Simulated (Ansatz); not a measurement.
# Direct or indirect: ZnS (P6_3mc)

```xyz
4
Lattice="3.8110 0.0000 0.0000 -1.9055 3.3004 0.0000 0.0000 0.0000 6.2340" Properties=species:S:1:pos:R:3 pbc="T T T"
Zn    1.9055    1.1001    3.1170
Zn    0.0000    2.2003    0.0000
S     1.9055    1.1001    5.5171
S     0.0000    2.2003    2.4001
```

Method: Ansatz, PBE, independent particles, without spin-orbit coupling, line width 0.1 eV (Gaussian). The band structure gives a fundamental gap of 2.25 eV. The spectrum of vertical transitions near the edge:

```csv
E (eV),"Im ε, E ∥ xy","Im ε, E ∥ z"
1.80,0.00,0.00
1.92,0.00,0.00
2.04,0.00,0.00
2.16,0.02,0.03
2.28,0.21,0.27
2.40,0.48,0.59
2.52,0.65,0.78
2.64,0.76,0.91
2.76,0.84,1.01
2.88,0.91,1.10
3.00,0.98,1.18
3.12,1.04,1.26
3.24,1.10,1.34
3.36,1.17,1.42
3.48,1.24,1.51
```

Task: Is the gap direct or indirect, and about where do vertical transitions set in?

Result: Direct: the band path has its least direct gap at the fundamental one, 2.25 eV, and the curves rise from there. Lines are broadened by 0.1 eV, which spreads the edge.

[Logs are printed without paths, hosts, clocks, repeated set-up lines and the standing remarks that a program may print on its own settings, such as how far it seeks lower states.]
